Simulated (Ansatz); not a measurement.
# Lattice dynamics of Sc3TlB (Pm-3m)

Task: relax Sc3TlB (Pm-3m), then find its harmonic phonons.

Calculated with Ansatz 0.2.0; DFT PBEsol, scalar-relativistic, plane waves, PAW; PAW set soft_1.

## (1) The starting structure

The structure is cubic, space group Pm-3m (No. 221). The conventional cell has a = 4.520 Å, b = 4.520 Å, c = 4.520 Å, α = 90.00°, β = 90.00°, γ = 90.00°. Nearest to Sc lie 2 B at 2.26 Å and 4 Tl at 3.20 Å and 8 Sc at 3.20 Å. Nearest to Tl lie 12 Sc at 3.20 Å. Nearest to B lie 6 Sc at 2.26 Å. Farther neighbours are not listed.

## (2) Bringing the structure to rest

The cell and atoms are relaxed, since residual forces and stress would shift the frequencies.

Input file input.yaml:

```yaml
crystal:
  lattice:
    - [4.52, 0.0, 0.0]
    - [0.0, 4.52, 0.0]
    - [0.0, 0.0, 4.52]
  atoms:
    - { symbol: Sc, position: [0.0, 0.5, 0.5] }
    - { symbol: Sc, position: [0.5, 0.0, 0.5] }
    - { symbol: Sc, position: [0.5, 0.5, 0.0] }
    - { symbol: Tl, position: [0.0, 0.0, 0.0] }
    - { symbol: B, position: [0.5, 0.5, 0.5] }
kpoints:
  mp_grid: { grid: [8, 8, 8] }
hamiltonian:
  xc: pbesol
  pseudopotentials: { kind: paw, azcp: { folder: soft_1 }, xc_functional: pbe }
scf:
  occupations: { method: gaussian, width: 0.1 }
output:
  forces: true
  stress: true
  eigenvalues: true
  write_density: true
  write_potential: true
  elf: true
  volumetric_format: npy
relax:
  adjacent_minimum: "off"
  f_tol: 0.005
  max_steps: 80
  cell: { stress_tol: 0.05 }
```

Run with:

```
$ ansatz run input.yaml --threads 4 --pin off --max-ram 10240MiB --backend cpu --events-out ev --progress --plain --runs-dir out
```

Numbers of over 12 decimals in the logs are rounded to 6 here.

What it wrote:

```text
Engine: ansatz 0.2.0, aarch64-unknown-linux-gnu
Pseudopotentials: kind: paw
Pseudopotential: Sc, paw, valence charge 11, recommended cutoff 420 eV (normal), soft_1/Sc.paw.azcp
Pseudopotential: Tl, paw, valence charge 13, recommended cutoff 420 eV (normal), soft_1/Tl.paw.azcp
Pseudopotential: B, paw, valence charge 3, recommended cutoff 420 eV (normal), soft_1/B.paw.azcp
Functional definition: PBEsol
  exchange = pbesol_x
  correlation = pbesol_c
Crystal: 5 atoms, lattice volume = 92.345 Å³
Basis set: ecut = 420 eV, 1839 PW (Γ), exchange–correlation on 64×64×64 points (8 copies of the dense FFT grid, shifted against one another)
Bands: 30, of which v1, the nominal top of the filled ones, is band 25 counted from 1 (24 counted from 0)
Symmetry: 48 space group operations
Space group: Pm-3m (ITA 221), of the structure as read, at distance tolerance 4.5e-5 Å
k-points: 35 of 512
Non-local potential: Sc, projectors of the file, l = 0: 3, l = 1: 2, l = 2: 3, l = 3: 1
Non-local potential: Tl, projectors of the file, l = 0: 2, l = 1: 2, l = 2: 2, l = 3: 1
Non-local potential: B, projectors of the file, l = 0: 2, l = 1: 2, l = 2: 1
PAW form: soft (Blöchl's): semilocal exchange-correlation on the pseudo side does not see the compensation charge
PAW frozen core: Sc, regenerated for the run's functional, and the local potential with it (the file was generated under x = pbe(κ = 0.804, μ = 0.219515), c = pbe(β = 0.066725))
PAW frozen core: Tl, regenerated for the run's functional, and the local potential with it (the file was generated under x = pbe(κ = 0.804, μ = 0.219515), c = pbe(β = 0.066725))
PAW frozen core: B, regenerated for the run's functional, and the local potential with it (the file was generated under x = pbe(κ = 0.804, μ = 0.219515), c = pbe(β = 0.066725))
PAW one-centre angular grid: Sc, 590 points (default); XC on 64 Gauss nodes
PAW one-centre angular grid: Tl, 590 points (default); XC on 64 Gauss nodes
PAW one-centre angular grid: B, 110 points (default); XC on 64 Gauss nodes
Initial density: superposition of atomic densities (chi_scale 0.1, normalization cell, long waves kept (reshape's long-wave potential 0.00 eV rms))
Initial wavefunctions: pseudopotential atomic-orbital guess
Functional: x = pbesol(κ = 0.804, μ = 0.123457), c = pbesol(β = 0.046)
SCF iter   1: F=—  HF=-17790.756414 eV  |F-HF|=—  |Δ(HF+E_count)|=         —  Δρ=8.60e-2  dr2=1.79e1  ethr=3.10e-3  ⟨swp⟩=4.9  Hψ=4263  notcnv=0
preconditioner: auto → Kerker (q_TF=auto, 2.455 Å⁻¹)  [metal: Δε(μ)=0.010 eV  Ē_g=6.975 eV  σ=0.100 eV  W_gap=0.06  n_scr=26 (ndim 8)  ℏωp=19.3 eV  f_vac=0.000  D(μ)=9.70/eV (n_scr^D=122)]
SCF iter   2: F=—  HF=-17787.144831 eV  |F-HF|=—  |Δ(HF+E_count)|=    3.61e0  Δρ=3.48e-2  dr2=3.58e0  ethr=3.10e-3  ⟨swp⟩=2.6  Hψ=1981  notcnv=0  defer=24
SCF iter   3: F=—  HF=-17786.323070 eV  |F-HF|=—  |Δ(HF+E_count)|=   8.22e-1  Δρ=1.11e-2  dr2=1.79e-1  ethr=3.10e-3  ⟨swp⟩=2.2  Hψ=1751  notcnv=0  defer=26
SCF iter   4: F=—  HF=-17786.273950 eV  |F-HF|=—  |Δ(HF+E_count)|=   4.91e-2  Δρ=2.60e-3  dr2=1.58e-2  ethr=3.66e-4  ⟨swp⟩=2.0  Hψ=1388  notcnv=0  defer=26
SCF iter   5: F=—  HF=-17786.270014 eV  |F-HF|=—  |Δ(HF+E_count)|=   3.94e-3  Δρ=5.85e-4  dr2=3.62e-4  ethr=3.23e-5  ⟨swp⟩=2.0  Hψ=1239  notcnv=0  defer=26
SCF iter   6: F=—  HF=-17786.269993 eV  |F-HF|=—  |Δ(HF+E_count)|=   2.06e-5  Δρ=1.88e-4  dr2=4.86e-5  ethr=7.39e-7  ⟨swp⟩=2.0  Hψ=1363  notcnv=0  defer=26
SCF iter   7: F=—  HF=-17786.269927 eV  |F-HF|=—  |Δ(HF+E_count)|=   6.62e-5  Δρ=4.40e-5  dr2=2.03e-6  ethr=9.92e-8  ⟨swp⟩=2.0  Hψ=1469  notcnv=0  defer=26
SCF iter   8: F=—  HF=-17786.269927 eV  |F-HF|=—  |Δ(HF+E_count)|=   3.37e-7  Δρ=8.94e-6  dr2=1.15e-7  ethr=4.15e-9  ⟨swp⟩=2.1  Hψ=1478  notcnv=0  defer=26
SCF iter   9: F=-17786.269927 eV  HF=-17786.269927 eV  |F-HF|=3.12e-9  |Δ(HF+E_count)|=   1.27e-8  Δρ=1.95e-6  dr2=5.32e-9  ethr=2.04e-10  ⟨swp⟩=12.2  Hψ=6473  notcnv=0
SCF 1 converged in 9 iterations: F = -17786.269927 eV  dr2 = 5.32e-9
  greatest PAW one-centre occupation: 0.998 electrons in one spin orbital (limit 2), on the Sc atom at site 2 (counted from 0), in its partial waves of l = 0
relax step   1: F+E_penalty+E_count = -17786.26992680 eV  Δ(F+E_penalty+E_count) = +0.000e0 eV  max|allowed force component| = 2.485e-29 eV/Å  Δτ_max = 0.0000 Å  P = +6.987 GPa  Ω = 92.345 Å³  (9 SCF iters, dr2 threshold 1.00e-7 eV, accepted)
Crystal: 5 atoms, lattice volume = 102.219 Å³
Basis set: ecut = 420 eV, 2007 PW (Γ), exchange–correlation on 64×64×64 points (8 copies of the dense FFT grid, shifted against one another)
Initial density: handed on by an earlier stage of this run
Initial wavefunctions: those handed on with the density
iter 1 solved again at ethr=1.26e-3 eV; its pass at ethr=3.10e-3 eV (dr2=6.16e-1 eV) is discarded
SCF iter   1: F=—  HF=-17786.534609 eV  |F-HF|=—  |Δ(HF+E_count)|=         —  Δρ=1.38e-2  dr2=6.35e-1  ethr=1.26e-3  ⟨swp⟩=1.0  Hψ=5439  notcnv=0
preconditioner: auto → Kerker (q_TF=auto, 2.414 Å⁻¹)  [metal: Δε(μ)=0.049 eV  Ē_g=7.501 eV  σ=0.100 eV  W_gap=0.26  n_scr=26 (ndim 8)  ℏωp=18.4 eV  f_vac=0.000  D(μ)=4.16/eV (n_scr^D=32)]
SCF iter   2: F=—  HF=-17786.421170 eV  |F-HF|=—  |Δ(HF+E_count)|=   1.13e-1  Δρ=5.17e-3  dr2=1.12e-1  ethr=1.26e-3  ⟨swp⟩=2.0  Hψ=1386  notcnv=0
SCF iter   3: F=—  HF=-17786.396848 eV  |F-HF|=—  |Δ(HF+E_count)|=   2.43e-2  Δρ=1.50e-3  dr2=6.02e-3  ethr=2.28e-4  ⟨swp⟩=2.0  Hψ=1520  notcnv=0  defer=3
SCF iter   4: F=—  HF=-17786.394995 eV  |F-HF|=—  |Δ(HF+E_count)|=   1.85e-3  Δρ=4.11e-4  dr2=4.30e-4  ethr=1.23e-5  ⟨swp⟩=2.0  Hψ=1331  notcnv=0  defer=3
SCF iter   5: F=—  HF=-17786.394775 eV  |F-HF|=—  |Δ(HF+E_count)|=   2.21e-4  Δρ=1.10e-4  dr2=1.62e-5  ethr=8.77e-7  ⟨swp⟩=2.0  Hψ=1377  notcnv=0  defer=3
SCF iter   6: F=—  HF=-17786.394773 eV  |F-HF|=—  |Δ(HF+E_count)|=   1.48e-6  Δρ=3.01e-5  dr2=1.04e-6  ethr=3.30e-8  ⟨swp⟩=2.3  Hψ=1393  notcnv=0  defer=3
SCF iter   7: F=-17786.394773 eV  HF=-17786.394773 eV  |F-HF|=1.88e-8  |Δ(HF+E_count)|=   1.78e-7  Δρ=5.89e-6  dr2=5.01e-8  ethr=1.02e-9  ⟨swp⟩=11.6  Hψ=6564  notcnv=0
SCF 2 converged in 7 iterations: F = -17786.394773 eV  dr2 = 5.01e-8
  greatest PAW one-centre occupation: 0.998 electrons in one spin orbital (limit 2), on the Sc atom at site 0 (counted from 0), in its partial waves of l = 0
relax step   2: F+E_penalty+E_count = -17786.39477302 eV  Δ(F+E_penalty+E_count) = -1.248e-1 eV  max|allowed force component| = 1.775e-29 eV/Å  Δτ_max = 0.0000 Å  P = -2.191 GPa  Ω = 102.219 Å³  energy of the carried Pulay correction = -1.187e-3 eV  (7 SCF iters, dr2 threshold 5.00e-7 eV, accepted)
Crystal: 5 atoms, lattice volume = 99.675 Å³
Basis set: ecut = 420 eV, 1935 PW (Γ), exchange–correlation on 64×64×64 points (8 copies of the dense FFT grid, shifted against one another)
iter 1 solved again at ethr=6.92e-5 eV; its pass at ethr=3.10e-3 eV (dr2=3.39e-2 eV) is discarded
SCF iter   1: F=—  HF=-17786.422148 eV  |F-HF|=—  |Δ(HF+E_count)|=         —  Δρ=3.31e-3  dr2=3.42e-2  ethr=6.92e-5  ⟨swp⟩=1.1  Hψ=5301  notcnv=0
preconditioner: auto → Kerker (q_TF=auto, 2.424 Å⁻¹)  [metal: Δε(μ)=0.011 eV  Ē_g=7.310 eV  σ=0.100 eV  W_gap=0.06  n_scr=26 (ndim 8)  ℏωp=18.6 eV  f_vac=0.000  D(μ)=4.92/eV (n_scr^D=32)]
SCF iter   2: F=—  HF=-17786.416018 eV  |F-HF|=—  |Δ(HF+E_count)|=   6.13e-3  Δρ=1.18e-3  dr2=5.63e-3  ethr=6.92e-5  ⟨swp⟩=2.0  Hψ=1227  notcnv=0
SCF iter   3: F=—  HF=-17786.414776 eV  |F-HF|=—  |Δ(HF+E_count)|=   1.24e-3  Δρ=3.64e-4  dr2=3.71e-4  ethr=1.15e-5  ⟨swp⟩=2.0  Hψ=1290  notcnv=0
SCF iter   4: F=—  HF=-17786.414552 eV  |F-HF|=—  |Δ(HF+E_count)|=   2.25e-4  Δρ=1.08e-4  dr2=2.34e-5  ethr=7.58e-7  ⟨swp⟩=2.0  Hψ=1304  notcnv=0
SCF iter   5: F=—  HF=-17786.414545 eV  |F-HF|=—  |Δ(HF+E_count)|=   6.93e-6  Δρ=2.64e-5  dr2=8.46e-7  ethr=4.77e-8  ⟨swp⟩=2.0  Hψ=1313  notcnv=0
SCF iter   6: F=-17786.414545 eV  HF=-17786.414545 eV  |F-HF|=1.98e-8  |Δ(HF+E_count)|=   7.84e-8  Δρ=8.05e-6  dr2=6.62e-8  ethr=1.02e-9  ⟨swp⟩=9.5  Hψ=6630  notcnv=0
SCF 3 converged in 6 iterations: F = -17786.414545 eV  dr2 = 6.62e-8
relax step   3: F+E_penalty+E_count = -17786.41454464 eV  Δ(F+E_penalty+E_count) = -1.977e-2 eV  max|allowed force component| = 9.834e-30 eV/Å  Δτ_max = 0.0000 Å  P = -0.221 GPa  Ω = 99.675 Å³  energy of the carried Pulay correction = -8.924e-4 eV  (6 SCF iters, dr2 threshold 5.00e-7 eV, accepted)
[...]
relax step   4: F+E_penalty+E_count = -17786.41476028 eV  Δ(F+E_penalty+E_count) = -2.156e-4 eV  max|allowed force component| = 6.298e-30 eV/Å  Δτ_max = 0.0000 Å  P = +0.009 GPa  Ω = 99.398 Å³  energy of the carried Pulay correction = -8.599e-4 eV  (5 SCF iters, dr2 threshold 1.22e-7 eV, accepted)
Initial wavefunctions: pseudopotential atomic-orbital guess (no wavefunctions were taken with the density)
iter 1 solved again at ethr=3.07e-7 eV; its pass at ethr=3.10e-3 eV (dr2=1.51e-4 eV) is discarded
SCF iter   1: F=—  HF=-17786.415947 eV  |F-HF|=—  |Δ(HF+E_count)|=         —  Δρ=1.10e-4  dr2=7.47e-7  ethr=3.07e-7  ⟨swp⟩=3.0  Hψ=6262  notcnv=0
preconditioner: auto → Kerker (q_TF=auto, 2.425 Å⁻¹)  [metal: Δε(μ)=0.025 eV  Ē_g=7.362 eV  σ=0.100 eV  W_gap=0.14  n_scr=26 (ndim 8)  ℏωp=18.6 eV  f_vac=0.000  D(μ)=4.57/eV (n_scr^D=32)]
SCF iter   2: F=—  HF=-17786.415844 eV  |F-HF|=—  |Δ(HF+E_count)|=   1.03e-4  Δρ=5.63e-5  dr2=1.80e-7  ethr=1.53e-9  ⟨swp⟩=2.0  Hψ=1445  notcnv=0
SCF iter   3: F=—  HF=-17786.415845 eV  |F-HF|=—  |Δ(HF+E_count)|=   5.37e-7  Δρ=4.87e-6  dr2=3.25e-9  ethr=3.68e-10  ⟨swp⟩=2.0  Hψ=1292  notcnv=0
SCF iter   4: F=—  HF=-17786.415845 eV  |F-HF|=—  |Δ(HF+E_count)|=   4.16e-9  Δρ=6.35e-7  dr2=2.34e-10  ethr=6.63e-12  ⟨swp⟩=2.0  Hψ=1393  notcnv=0
SCF iter   5: F=-17786.415845 eV  HF=-17786.415845 eV  |F-HF|=7.28e-12  |Δ(HF+E_count)|=  2.18e-11  Δρ=2.20e-7  dr2=4.90e-11  ethr=1.00e-12  ⟨swp⟩=5.6  Hψ=4351  notcnv=0
SCF 5 converged in 5 iterations: F = -17786.415845 eV  dr2 = 4.90e-11
relax step   5: F+E_penalty+E_count = -17786.41584479 eV  Δ(F+E_penalty+E_count) = -1.085e-3 eV  max|allowed force component| = 6.245e-30 eV/Å  Δτ_max = 0.0000 Å  P = +0.020 GPa  Ω = 99.398 Å³  stress off target by 2.02e-2 GPa  SCF on the basis re-selected at this cell (its energy is not comparable with the rows above)  (5 SCF iters)
basis re-selected at this cell: Δ(F+E_penalty+E_count) = -1.085e-3 eV, ΔP = +0.011 GPa vs the last step (what re-selecting the basis moved, of the pressure what is left beyond the Pulay correction that the steps carried, after the strain that the cell walked since its last selection, with what the two solves' SCF thresholds leave and, on support functions, any second-order correction that the steps lacked; it is no m [...]
SCF converged after 5 iterations
Free energy (F): -17786.415845 eV
Harris-Foulkes:  -17786.415845 eV  (|F-HF|=7.28e-12)
Internal energy: -17786.392985 eV  (E = F + TS)
E sigma→0 (E₀):  -17786.404415 eV
Entropy (-TS):   -0.022860 eV (-4.572 meV/atom)
Fermi energy:    10.037495 eV
--- Per-component energies (eV) ---
  E_band       = -434.679082
  E_kinetic    = 937.142481
  E_local      = -3202.257960  (includes V_loc(G=0)·N_el)
  E_nonlocal   = 754.090783
  E_hartree    = 1157.568226
  E_xc         = -471.649983
  E_vxc        = -476.881690  (∫ρ·V_xc dr)
  E_paw        = -13015.037569  (= ΣΔE_a)
  E_vpaw       = -761.909117  (= ΣTr[D̂ρ^β])
  E_aug_tail   = 0.000081  (compensation charges beyond the density's cutoff)
  E_ewald      = -3946.689163
  E_core_change = 0.440119  (= ΣΔE_core)
  E_smearing   = -0.022860  (= −TS)
  E_closure    = 0.000000  (closes the sum)
  Σ components = -17786.415845   (vs F -17786.415845, Δ=0.00e0)
--- Forces (eV/Å), atoms counted from 1 ---
  atom   1  Sc     0.00000000    -0.00000000     0.00000000
  atom   2  Sc     0.00000000    -0.00000000     0.00000000
  atom   3  Sc    -0.00000000    -0.00000000    -0.00000000
  atom   4  Tl    -0.00000000    -0.00000000     0.00000000
  atom   5  B      0.00000000    -0.00000000     0.00000000
  max |Σ_I F_I| component: 1.61e-29 eV/Å
--- Stress (GPa, compression-positive) ---
        0.020209       0.000000       0.000000
        0.000000       0.020209      -0.000000
        0.000000      -0.000000       0.020209
  P = ⅓ Tr σ = 0.0202 GPa (0.202 kbar)
--- Band table (eV; the first three rows and the last of 35) ---
  k-point 0: bands = [... 21 lower, 9.9172, 10.2234, 10.2234, 10.4435, 10.4435, 10.4435, 12.9542, 12.9542, ... 1 higher]
  k-point 1: bands = [... 21 lower, 9.8796, 10.3262, 10.3624, 10.3624, 10.4714, 10.5344, 12.3273, 12.8360, ... 1 higher]
  k-point 2: bands = [... 21 lower, 9.8046, 10.1673, 10.1673, 10.2202, 10.5443, 10.6154, 11.7441, 12.7328, ... 1 higher]
  k-point 34: bands = [... 21 lower, 7.5269, 9.3416, 9.3416, 9.3416, 11.9474, 11.9474, 11.9474, 12.0477, ... 1 higher]
--- Relaxed structure (4 steps of the walk, 4 accepted, 1 SCFs on fresh bases) ---
  F+E_penalty+E_count = -17786.41584479 eV   max|allowed force component| = 6.245e-30 eV/Å   (the final SCF, on the basis selected at the relaxed cell)
  cell:  # Å, volume = 99.3978 Å³
    - [4.632253, 0, 0]
    - [0, 4.632253, 0]
    - [0, 0, 4.632253]
  atoms:
    - { symbol: Sc, position: [0, 0.5, 0.5] }
    - { symbol: Sc, position: [0.5, 0, 0.5] }
    - { symbol: Sc, position: [0.5, 0.5, 0] }
    - { symbol: Tl, position: [0, 0, 0] }
    - { symbol: B, position: [0.5, 0.5, 0.5] }
```

Run time: 8.4 s. Hardware: 4 threads of Arm Neoverse V1, shared host; peak memory 0.4 GiB.

Relaxation path:

```
step  energy less that of the first step (eV)  largest force component (eV/Å)  pressure (GPa)  volume (Å³)
   1                                   0.0000                          0.0000            6.99        92.35
   2                                  -0.1248                          0.0000           -2.19       102.22
   3                                  -0.1446                          0.0000           -0.22        99.67
   4                                  -0.1448                          0.0000            0.01        99.40
  5*                                  -0.1459                          0.0000            0.02        99.40
```

Relaxation steps marked * repeat the geometry before them on a plane-wave basis chosen anew for their cell, so energy and pressure can jump there.

The run keeps the 48 symmetry operations that it works with, so distortions that break them were not tested.

```
conventional cell, symmetrised  before  after  change
                         a (Å)   4.520  4.632  +2.5 %
                         b (Å)   4.520  4.632  +2.5 %
                         c (Å)   4.520  4.632  +2.5 %
              volume (Å³/atom)   18.47  19.88  +7.6 %
```

The relaxed structure:

```xyz
5
Lattice="4.6323 0.0000 0.0000 0.0000 4.6323 0.0000 0.0000 0.0000 4.6323" Properties=species:S:1:pos:R:3 pbc="T T T"
Sc    0.0000    2.3161    2.3161
Sc    2.3161    0.0000    2.3161
Sc    2.3161    2.3161    0.0000
Tl    0.0000    0.0000    0.0000
B     2.3161    2.3161    2.3161
```

This step gave:

- pressure: 0.02021 GPa
- volume per atom: 19.88 Å³
- gap on the k-mesh: 0 eV

Valence density in the ac plane at fractional y = 0.500, with atoms of Sc and B within 0.2 Å of it. It is the smooth field of the valence electrons, not physical close to the nuclei.

Ten even steps from '_' (0.1 e/Å³) to '@' (8.4 e/Å³), each cell a mean:
```
__________::##%%++..________
__________..::--::__________
____________________________
____________________________
::..______________________..
**==..__________________::++
@@**::__________________--%%
%%++..__________________::##
--::____________________..::
____________________________
____________________________
____________..::..__________
__________::++**==..________
__________--%%@@**::________
```
Columns run along a (4.6 Å), rows up along c (4.6 Å). Atoms in or near the plane, at fractional coordinates: Sc at (0.00, 0.50), Sc at (0.50, 0.00), B at (0.50, 0.50).

ELF in the ac plane at fractional y = 0.500, with atoms of Sc and B within 0.2 Å of it. It is the smooth field of the valence electrons, not physical close to the nuclei.

Ten even steps from '0' (0.02) to '9' (0.76), each cell a mean:
```
43103864761024
22101578730122
00111234311110
10036655565101
75228998996136
68528953795377
16737710385484
47628831595376
87328987996258
42037887886113
00123223223100
11110367520111
43102776850023
44104841671024
```
Columns run along a (4.6 Å), rows up along c (4.6 Å). Atoms in or near the plane, at fractional coordinates: Sc at (0.00, 0.50), Sc at (0.50, 0.00), B at (0.50, 0.50).

Electrostatic potential energy in the ac plane at fractional y = 0.500, with atoms of Sc and B within 0.2 Å of it. With pseudopotentials it is smooth inside the atoms' cores, unlike the true potential.

Values in eV, 14 rows by 14 columns, each cell a mean:
```
 13  13  12   8  -3 -24 -42 -46 -36 -15   3  10  12  13
 12  12  11   9   3 -10 -23 -27 -18  -4   6  10  12  12
  9  10  11  10   8   4  -2  -4   0   6   9  11  10  10
  2   4   8  10  11  10   7   7   8  10  11   9   6   3
-19 -11   1   9  11   8   1  -2   4  10  10   6  -4 -15
-41 -30 -10   5   8  -1 -20 -25 -13   4   8   0 -18 -36
-48 -40 -18   3   6 -11 -30 -30 -25  -2   7  -4 -27 -46
-46 -36 -14   4   7  -6 -27 -30 -20   1   7  -2 -23 -42
-28 -19  -4   7  10   5  -6 -11  -1   8  10   4 -10 -24
 -6  -1   5  10  11  10   7   6   8  11  11   8   3  -3
  7   8  10  11  10   7   4   3   5   9  10  10   9   8
 11  12  11  10   5  -4 -14 -18 -10   1   8  11  11  12
 13  13  12   8  -1 -19 -36 -40 -30 -11   4  10  12  13
 13  13  11   7  -6 -28 -46 -48 -41 -19   2   9  12  13
```
Columns run along a (4.6 Å; values clipped at the 3rd and 97th percentile), rows up along c (4.6 Å). Atoms in or near the plane, at fractional coordinates: Sc at (0.00, 0.50), Sc at (0.50, 0.00), B at (0.50, 0.50).

In this step the volume went from 18.47 to 19.88 Å³/atom.

(Part 1 of 3 ends here.)

[Logs are printed without paths, hosts, clocks, repeated set-up lines and the standing remarks that a program may print on its own settings, such as how far it seeks lower states.]

[Hosts, paths, dates, database ids (printed as entryN), source tags and the programs' standing remarks are cut or masked in the printed files.]
